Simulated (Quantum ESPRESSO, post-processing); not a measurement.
# Ca(111), 5 layers: vacuum convergence, part 2 of 2

Wanted: the cheapest sound input for Ca(111), 5 layers, from a series that sets result against time.

Quantum ESPRESSO 7.5; plane-wave DFT, PBE, GBRV ultrasoft pseudopotentials.

So far. Step 3 (Potential by pp.x): Inside the slab this potential holds the local part of the pseudopotentials, which can be repulsive at the nuclei; only its value in the vacuum has a meaning of its own. Step 5 (Electrostatic potential): Counted from each run's own zero (the Fermi level), the vacuum level differs from the first run's by +1 meV.

## 6. Self-consistent run: 14 Å of vacuum

The input, c4.in:

```
&control
  prefix = 'c4'
  outdir = './out'
  pseudo_dir = './pseudo'
  calculation = 'scf'
  tprnfor = .true.
/
&system
  ibrav = 0
  nat = 5
  ntyp = 1
  ecutwfc = 40
  ecutrho = 200
  occupations = 'smearing'
  smearing = 'mv'
  degauss = 0.02
/
&electrons
  conv_thr = 1e-07
  mixing_beta = 0.4
  electron_maxstep = 120
  mixing_mode = 'local-TF'
/
ATOMIC_SPECIES
  Ca  40.0780  ca_pbe_v1.uspp.F.UPF
CELL_PARAMETERS angstrom
  3.94565583902094 0.00000000000000 0.00000000000000
  1.97282791951047 3.41703819118253 0.00000000000000
  0.00000000000000 0.00000000000000 26.88645800831245
ATOMIC_POSITIONS crystal
  Ca  0.666666666700 0.666666666700 0.260354115735
  Ca  0.000000000000 0.000000000000 0.380177057867
  Ca  0.333333333300 0.333333333300 0.500000000000
  Ca  0.666666666700 0.666666666700 0.619822942133
  Ca  0.000000000000 0.000000000000 0.739645884265
K_POINTS automatic
  6 6 1 0 0 0
```

Started as:

```sh
> OMP_NUM_THREADS=1 mpirun -n 4 pw.x -nk 2 -in c4.in > c4.out
```

The program printed:

```text
[banner, memory and clock lines left out]
Program PWSCF v.7.5 starts
[...]
Message from routine setup:
[...]
number of electrons       =        50.00
     number of Kohn-Sham states=           30
     kinetic-energy cutoff     =      40.0000  Ry
     charge density cutoff     =     200.0000  Ry
[...]
number of k points=     7  Marzari-Vanderbilt smearing, width (Ry)=  0.0200
[...]
Dense  grid:   116845 G-vectors     FFT dimensions: (  36,  36, 240)
[...]
negative rho (up, down):  1.629E-05 0.000E+00
     Starting wfcs are   50 randomized atomic wfcs
[...]
estimated scf accuracy    <       0.64456413 Ry
[...]
estimated scf accuracy    <       0.50453278 Ry
[...]
estimated scf accuracy    <       0.13229571 Ry
[...]
estimated scf accuracy    <       0.01469799 Ry
[...]
estimated scf accuracy    <       0.04278362 Ry
[...]
estimated scf accuracy    <       0.00366193 Ry
[...]
estimated scf accuracy    <       0.00356459 Ry
[...]
estimated scf accuracy    <       0.00549891 Ry
[...]
estimated scf accuracy    <       0.00066950 Ry
[...]
estimated scf accuracy    <       0.00016034 Ry
[...]
estimated scf accuracy    <       0.00009745 Ry
[...]
estimated scf accuracy    <       0.00000473 Ry
[...]
negative rho (up, down):  3.043E-06 0.000E+00
[...]
estimated scf accuracy    <       0.00000694 Ry
[...]
negative rho (up, down):  1.453E-05 0.000E+00
[...]
estimated scf accuracy    <       0.00000060 Ry
[...]
negative rho (up, down):  2.331E-06 0.000E+00
[...]
the Fermi energy is     1.8173 ev
!    total energy              =    -374.56626716 Ry
     estimated scf accuracy    <       0.00000010 Ry
     smearing contrib. (-TS)   =      -0.00540860 Ry
     internal energy E=F+TS    =    -374.56085857 Ry
[...]
one-electron contribution =   -1129.07023278 Ry
     hartree contribution      =     559.94453945 Ry
     xc contribution           =     -58.77959759 Ry
     ewald contribution        =     253.34443236 Ry
     convergence has been achieved in  15 iterations
     negative rho (up, down):  2.331E-06 0.000E+00
[...]
Total force =     0.004534     Total SCF correction =     0.001139
[...]
```

It took 36 s on 4 MPI ranks of AMD EPYC 7R43, shared host; peak memory 0.58 GiB; 2.4 min of CPU time.

Read from the output:

* Fermi energy: 1.817 eV

The program's own clock; routines nest. Time by routine:

```tsv
routine	wall time (s)	calls
PWSCF	34.7	1
electrons	31.58	1
c_bands	17.8	15
cegterg	15.52	60
h_psi	12.55	331
fftw	11.91	10474
vloc_psi	10.75	331
sum_band	5.96	15
newd	3.36	16
mix_rho	3.18	15
init_run	2.48	1
ffts	2.07	1091
v_of_rho	1.5	16
calbec	1.43	407
```

## 7. Potential by pp.x

The input, c4.pot.in:

```
&inputpp
  prefix = 'c4'
  outdir = './out'
  filplot = 'c4.pot.dat'
  plot_num = 11
/
```

Started as:

```sh
> OMP_NUM_THREADS=1 mpirun -n 4 pp.x -in c4.pot.in > c4.pot.out
```

Run time: 2.2 s. Hardware: 4 MPI ranks; peak memory 0.23 GiB; 7.5 s of CPU time.

Numbers from this step:

* potential in the middle of the vacuum, over the Fermi level: 2.992 eV

Counted from each run's own zero (the Fermi level), the vacuum level differs from the first run's by +3 meV.

## 8. Ground state: 12 Å of vacuum

The input, c6.in:

```
&control
  prefix = 'c6'
  outdir = './out'
  pseudo_dir = './pseudo'
  calculation = 'scf'
  tprnfor = .true.
/
&system
  ibrav = 0
  nat = 5
  ntyp = 1
  ecutwfc = 40
  ecutrho = 200
  occupations = 'smearing'
  smearing = 'mv'
  degauss = 0.02
/
&electrons
  conv_thr = 1e-07
  mixing_beta = 0.4
  electron_maxstep = 120
  mixing_mode = 'local-TF'
/
ATOMIC_SPECIES
  Ca  40.0780  ca_pbe_v1.uspp.F.UPF
CELL_PARAMETERS angstrom
  3.94565583902094 0.00000000000000 0.00000000000000
  1.97282791951047 3.41703819118253 0.00000000000000
  0.00000000000000 0.00000000000000 24.88645800831245
ATOMIC_POSITIONS crystal
  Ca  0.666666666700 0.666666666700 0.241094976151
  Ca  0.000000000000 0.000000000000 0.370547488076
  Ca  0.333333333300 0.333333333300 0.500000000000
  Ca  0.666666666700 0.666666666700 0.629452511924
  Ca  0.000000000000 0.000000000000 0.758905023849
K_POINTS automatic
  6 6 1 0 0 0
```

Started as:

```sh
> OMP_NUM_THREADS=1 mpirun -n 4 pw.x -nk 2 -in c6.in > c6.out
```

The program printed:

```text
[banner, memory and clock lines left out]
Program PWSCF v.7.5 starts
[...]
Message from routine setup:
[...]
number of electrons       =        50.00
     number of Kohn-Sham states=           30
     kinetic-energy cutoff     =      40.0000  Ry
     charge density cutoff     =     200.0000  Ry
[...]
number of k points=     7  Marzari-Vanderbilt smearing, width (Ry)=  0.0200
[...]
Dense  grid:   108103 G-vectors     FFT dimensions: (  36,  36, 216)
[...]
negative rho (up, down):  1.198E-05 0.000E+00
     Starting wfcs are   50 randomized atomic wfcs
[...]
negative rho (up, down):  2.274E-08 0.000E+00
[...]
estimated scf accuracy    <       0.63635667 Ry
[...]
estimated scf accuracy    <       0.50423137 Ry
[...]
estimated scf accuracy    <       0.12156473 Ry
[...]
estimated scf accuracy    <       0.01476398 Ry
[...]
estimated scf accuracy    <       0.04614037 Ry
[...]
estimated scf accuracy    <       0.00340064 Ry
[...]
estimated scf accuracy    <       0.00234973 Ry
[...]
estimated scf accuracy    <       0.00381110 Ry
[...]
estimated scf accuracy    <       0.00086063 Ry
[...]
estimated scf accuracy    <       0.00004031 Ry
[...]
estimated scf accuracy    <       0.00005029 Ry
[...]
estimated scf accuracy    <       0.00000122 Ry
[...]
estimated scf accuracy    <       0.00000319 Ry
[...]
estimated scf accuracy    <       0.00000125 Ry
[...]
the Fermi energy is     2.2050 ev
!    total energy              =    -374.56625510 Ry
     estimated scf accuracy    <       0.00000008 Ry
     smearing contrib. (-TS)   =      -0.00541431 Ry
     internal energy E=F+TS    =    -374.56084080 Ry
[...]
one-electron contribution =    -872.48800682 Ry
     hartree contribution      =     432.36585527 Ry
     xc contribution           =     -58.77963940 Ry
     ewald contribution        =     124.34095015 Ry
     convergence has been achieved in  15 iterations
[...]
Total force =     0.004418     Total SCF correction =     0.000760
[...]
```

It took 38 s on 4 MPI ranks; peak memory 0.54 GiB.

Read from the output:

- free energy: -5096.2335 eV
- Fermi energy: 2.205 eV

The program's own clock; routines nest. Time by routine:

```tsv
routine	wall time (s)	calls
PWSCF	37.29	1
electrons	34.46	1
c_bands	19.74	15
cegterg	17.31	60
h_psi	13.49	316
fftw	12.94	10464
vloc_psi	11.55	316
sum_band	6.63	15
newd	3.58	16
mix_rho	3.05	15
init_run	2.08	1
ffts	2	931
calbec	1.71	392
v_of_rho	1.61	16
```

## 9. Potential by pp.x

The input, c6.pot.in:

```
&inputpp
  prefix = 'c6'
  outdir = './out'
  filplot = 'c6.pot.dat'
  plot_num = 11
/
```

Started as:

```sh
> OMP_NUM_THREADS=1 mpirun -n 4 pp.x -in c6.pot.in > c6.pot.out
```

The job ended after 2.5 s (4 MPI ranks; peak memory 0.38 GiB).

This step gave:

| Item | Value |
| --- | --- |
| potential in the middle of the vacuum, over the Fermi level | 2.987 eV |

Counted from each run's own zero (the Fermi level), the vacuum level differs from the first run's by -2 meV.

## 10. SCF with pw.x: 10 Å of vacuum

The input, c8.in:

```
&control
  prefix = 'c8'
  outdir = './out'
  pseudo_dir = './pseudo'
  calculation = 'scf'
  tprnfor = .true.
/
&system
  ibrav = 0
  nat = 5
  ntyp = 1
  ecutwfc = 40
  ecutrho = 200
  occupations = 'smearing'
  smearing = 'mv'
  degauss = 0.02
/
&electrons
  conv_thr = 1e-07
  mixing_beta = 0.4
  electron_maxstep = 120
  mixing_mode = 'local-TF'
/
ATOMIC_SPECIES
  Ca  40.0780  ca_pbe_v1.uspp.F.UPF
CELL_PARAMETERS angstrom
  3.94565583902094 0.00000000000000 0.00000000000000
  1.97282791951047 3.41703819118253 0.00000000000000
  0.00000000000000 0.00000000000000 22.88645800831245
ATOMIC_POSITIONS crystal
  Ca  0.666666666700 0.666666666700 0.218469804204
  Ca  0.000000000000 0.000000000000 0.359234902102
  Ca  0.333333333300 0.333333333300 0.500000000000
  Ca  0.666666666700 0.666666666700 0.640765097898
  Ca  0.000000000000 0.000000000000 0.781530195796
K_POINTS automatic
  6 6 1 0 0 0
```

Started as:

```sh
> OMP_NUM_THREADS=1 mpirun -n 4 pw.x -nk 2 -in c8.in > c8.out
```

The program printed:

```text
[banner, memory and clock lines left out]
Program PWSCF v.7.5 starts
[...]
Message from routine setup:
[...]
number of electrons       =        50.00
     number of Kohn-Sham states=           30
     kinetic-energy cutoff     =      40.0000  Ry
     charge density cutoff     =     200.0000  Ry
[...]
number of k points=     7  Marzari-Vanderbilt smearing, width (Ry)=  0.0200
[...]
Dense  grid:    99423 G-vectors     FFT dimensions: (  36,  36, 200)
[...]
negative rho (up, down):  4.377E-07 0.000E+00
     Starting wfcs are   50 randomized atomic wfcs
[...]
estimated scf accuracy    <       0.64310802 Ry
[...]
estimated scf accuracy    <       0.50344854 Ry
[...]
estimated scf accuracy    <       0.11457034 Ry
[...]
estimated scf accuracy    <       0.01445954 Ry
[...]
estimated scf accuracy    <       0.04130651 Ry
[...]
estimated scf accuracy    <       0.00416012 Ry
[...]
estimated scf accuracy    <       0.00199896 Ry
[...]
estimated scf accuracy    <       0.00215431 Ry
[...]
estimated scf accuracy    <       0.00071969 Ry
[...]
estimated scf accuracy    <       0.00001252 Ry
[...]
estimated scf accuracy    <       0.00000496 Ry
[...]
estimated scf accuracy    <       0.00000088 Ry
[...]
estimated scf accuracy    <       0.00000099 Ry
[...]
estimated scf accuracy    <       0.00000047 Ry
[...]
the Fermi energy is     2.6616 ev
!    total energy              =    -374.56624090 Ry
     estimated scf accuracy    <       0.00000002 Ry
     smearing contrib. (-TS)   =      -0.00544040 Ry
     internal energy E=F+TS    =    -374.56080050 Ry
[...]
one-electron contribution =    -642.90097869 Ry
     hartree contribution      =     318.41145386 Ry
     xc contribution           =     -58.78004890 Ry
     ewald contribution        =       8.70877324 Ry
     convergence has been achieved in  15 iterations
[...]
Total force =     0.004549     Total SCF correction =     0.000276
[...]
```

Elapsed: 34 s, on 4 MPI ranks; peak memory 0.48 GiB; 2.3 min of CPU time.

Numbers from this step:

* free energy: -5096.2333 eV
* Fermi energy: 2.662 eV

The program's own clock; routines nest. Time by routine:

```tsv
routine	wall time (s)	calls
PWSCF	33.47	1
electrons	30.54	1
c_bands	18.05	15
cegterg	14.02	60
h_psi	11.17	317
fftw	10.76	10432
vloc_psi	9.59	317
sum_band	5.82	15
newd	3.47	16
init_run	2.21	1
mix_rho	2.14	15
ffts	1.52	767
calbec	1.36	393
v_of_rho	1.32	16
```

## 11. Electrostatic potential

The input, c8.pot.in:

```
&inputpp
  prefix = 'c8'
  outdir = './out'
  filplot = 'c8.pot.dat'
  plot_num = 11
/
```

Started as:

```sh
> OMP_NUM_THREADS=1 mpirun -n 4 pp.x -in c8.pot.in > c8.pot.out
```

Run time: 2.5 s. Hardware: 4 MPI ranks; peak memory 0.44 GiB.

Read from the output:

```
potential in the middle of the vacuum, over the Fermi level : 2.975 eV
```

Counted from each run's own zero (the Fermi level), the vacuum level differs from the first run's by -14 meV.

## 12. Ground state: 8 Å of vacuum

The input, c10.in:

```
&control
  prefix = 'c10'
  outdir = './out'
  pseudo_dir = './pseudo'
  calculation = 'scf'
  tprnfor = .true.
/
&system
  ibrav = 0
  nat = 5
  ntyp = 1
  ecutwfc = 40
  ecutrho = 200
  occupations = 'smearing'
  smearing = 'mv'
  degauss = 0.02
/
&electrons
  conv_thr = 1e-07
  mixing_beta = 0.4
  electron_maxstep = 120
  mixing_mode = 'local-TF'
/
ATOMIC_SPECIES
  Ca  40.0780  ca_pbe_v1.uspp.F.UPF
CELL_PARAMETERS angstrom
  3.94565583902094 0.00000000000000 0.00000000000000
  1.97282791951047 3.41703819118253 0.00000000000000
  0.00000000000000 0.00000000000000 20.88645800831245
ATOMIC_POSITIONS crystal
  Ca  0.666666666700 0.666666666700 0.191511648285
  Ca  0.000000000000 0.000000000000 0.345755824142
  Ca  0.333333333300 0.333333333300 0.500000000000
  Ca  0.666666666700 0.666666666700 0.654244175858
  Ca  0.000000000000 0.000000000000 0.808488351715
K_POINTS automatic
  6 6 1 0 0 0
```

Started as:

```sh
> OMP_NUM_THREADS=1 mpirun -n 4 pw.x -nk 2 -in c10.in > c10.out
```

The program printed:

```text
[banner, memory and clock lines left out]
Program PWSCF v.7.5 starts
[...]
Message from routine setup:
[...]
number of electrons       =        50.00
     number of Kohn-Sham states=           30
     kinetic-energy cutoff     =      40.0000  Ry
     charge density cutoff     =     200.0000  Ry
[...]
number of k points=     7  Marzari-Vanderbilt smearing, width (Ry)=  0.0200
[...]
Dense  grid:    90753 G-vectors     FFT dimensions: (  36,  36, 180)
[...]
Starting wfcs are   50 randomized atomic wfcs
[...]
estimated scf accuracy    <       0.64651037 Ry
[...]
estimated scf accuracy    <       0.49263018 Ry
[...]
estimated scf accuracy    <       0.15537567 Ry
[...]
estimated scf accuracy    <       0.01081291 Ry
[...]
estimated scf accuracy    <       0.01552772 Ry
[...]
estimated scf accuracy    <       0.00094680 Ry
[...]
estimated scf accuracy    <       0.00097079 Ry
[...]
estimated scf accuracy    <       0.00133550 Ry
[...]
estimated scf accuracy    <       0.00022510 Ry
[...]
estimated scf accuracy    <       0.00004095 Ry
[...]
estimated scf accuracy    <       0.00000258 Ry
[...]
estimated scf accuracy    <       0.00000492 Ry
[...]
estimated scf accuracy    <       0.00000053 Ry
[...]
the Fermi energy is     3.2056 ev
!    total energy              =    -374.56657601 Ry
     estimated scf accuracy    <       0.00000004 Ry
     smearing contrib. (-TS)   =      -0.00551307 Ry
     internal energy E=F+TS    =    -374.56106294 Ry
[...]
one-electron contribution =    -448.04503651 Ry
     hartree contribution      =     221.97561628 Ry
     xc contribution           =     -58.78065553 Ry
     ewald contribution        =     -89.71098718 Ry
     convergence has been achieved in  14 iterations
[...]
Total force =     0.004727     Total SCF correction =     0.000654
[...]
```

Run time: 17 s. Hardware: 4 MPI ranks; peak memory 0.58 GiB.

This step gave:

- free energy: -5096.2379 eV
- Fermi energy: 3.206 eV

The program's own clock; routines nest. Time by routine:

```tsv
routine	wall time (s)	calls
PWSCF	16.5	1
electrons	14.55	1
c_bands	8.58	14
cegterg	7.21	56
h_psi	5.51	321
fftw	4.85	9900
vloc_psi	4.51	321
sum_band	2.84	14
newd	1.73	15
init_run	1.53	1
mix_rho	0.82	14
fft	0.74	204
calbec	0.73	393
ffts	0.71	530
```

## 13. Potential by pp.x

The input, c10.pot.in:

```
&inputpp
  prefix = 'c10'
  outdir = './out'
  filplot = 'c10.pot.dat'
  plot_num = 11
/
```

Started as:

```sh
> OMP_NUM_THREADS=1 mpirun -n 4 pp.x -in c10.pot.in > c10.pot.out
```

It took 2.4 s on 4 MPI ranks; peak memory 0.25 GiB.

Numbers from this step:

```
potential in the middle of the vacuum, over the Fermi level : 2.964 eV
```

Counted from each run's own zero (the Fermi level), the vacuum level differs from the first run's by -25 meV.

## 14. The series side by side

All levels:

```tsv
level	vacuum level over the Fermi level (eV)	its change from the first (meV)	energy from the first (meV an atom)	SCF iterations	wall time (s)	peak memory (GiB)	CPU time (s)
24 Å of vacuum	2.989	0	0	18	55.43	0.91	219.9
18 Å of vacuum	2.99	1.164	4.35e-4	17	47.02	0.81	186.6
14 Å of vacuum	2.992	3.139	0.00947	15	35.63	0.58	141.1
12 Å of vacuum	2.987	-1.777	0.04229	15	38.23	0.54	151.5
10 Å of vacuum	2.975	-14.15	0.08093	15	34.44	0.48	136.2
8 Å of vacuum	2.964	-25.28	-0.831	14	17.45	0.58	68.3
```

## 15. What came out

| Item | Value |
| --- | --- |
| vacuum level over the Fermi level, 24 Å of vacuum | 2.989 eV |
| cheapest step of the main series that, with all steps before it, keeps the vacuum level within 20 meV of the first | 10 Å of vacuum: -14 meV, 2.3 min of CPU time against 3.7 min |
| setting with the largest shift of the level | 8 Å of vacuum: -25 meV |

What this shows: The cheapest step of the main series that, with all steps before it, keeps the vacuum level within 20 meV of the first is 10 Å of vacuum: -14 meV, 2.3 min of CPU time against 3.7 min. Over the series the energy moves by up to 0.831 meV an atom and the vacuum level by up to 25 meV. The level is read in the middle of the vacuum, where a short gap still holds the tails of both faces. The times come from a shared host and are rough. Peak memory is sampled during the run and can miss the peak. The geometry is as built, not relaxed.

[Logs are printed without paths, hosts, clocks, repeated set-up lines and the standing remarks that a program may print on its own settings, such as how far it seeks lower states.]

[Hosts, paths, dates, database ids (printed as entryN), source tags and the programs' standing remarks are cut or masked in the printed files.]

[Maps of the electrostatic potential energy from Ansatz leave out the sawtooth potential of an applied field or a dipole correction, so their vacuum need not be flat; planar profiles and work functions include it.]
